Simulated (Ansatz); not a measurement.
# A thicker film of AlN (110) from five thinner ones

In a field along its normal an insulating film takes a dipole p. Written as a length, p/(ε₀AE), it should grow by 1 − 1/ε for each ångström added.

How it was computed: Ansatz 0.2.0, plane waves with PAW datasets (its set soft_2), PBE; zincblende films relaxed at a bulk in-plane lattice constant near the measured one, then held in weak fields of both signs with a dipole correction (A is the cell's area, E the outer field).

```tsv
run	distance between the outer atoms (Å)	p/(ε₀AE) (Å)
5 units	6.231	7.144
6 units	7.790	8.364
8 units	10.912	10.810
9 units	12.473	12.033
12 units	17.155	15.703
16 units	23.398	?
```

Q: Estimate the withheld value from the rows shown.

A least-squares line through the 5 rows shown has slope 0.7835 and intercept 2.2611; no row lies more than 0.001 Å off it. That slope means ε = 1/(1 − 0.7835) = 4.62. At 23.398 it gives 0.7835 × 23.398 + 2.2611 = 20.593 Å, beyond the rows fitted. Rounding and scatter of the rows alone allow about ±0.002 Å there.

The run itself gives 20.595 Å: a miss of +0.002 Å, or 0.0 % of the value. The length is met to within 1 %, though ε is more sensitive than the length: the two thickest films give ε = 4.62.

**Limits.** This is the electronic response alone. A unit is one step of the cut along the normal (a plane, a pair of planes or a cell), and the layers relax along it, away from their bulk spacing where the functional's lattice constant differs from the one held.

[Logs are printed without paths, hosts, clocks, repeated set-up lines and the standing remarks that a program may print on its own settings, such as how far it seeks lower states.]
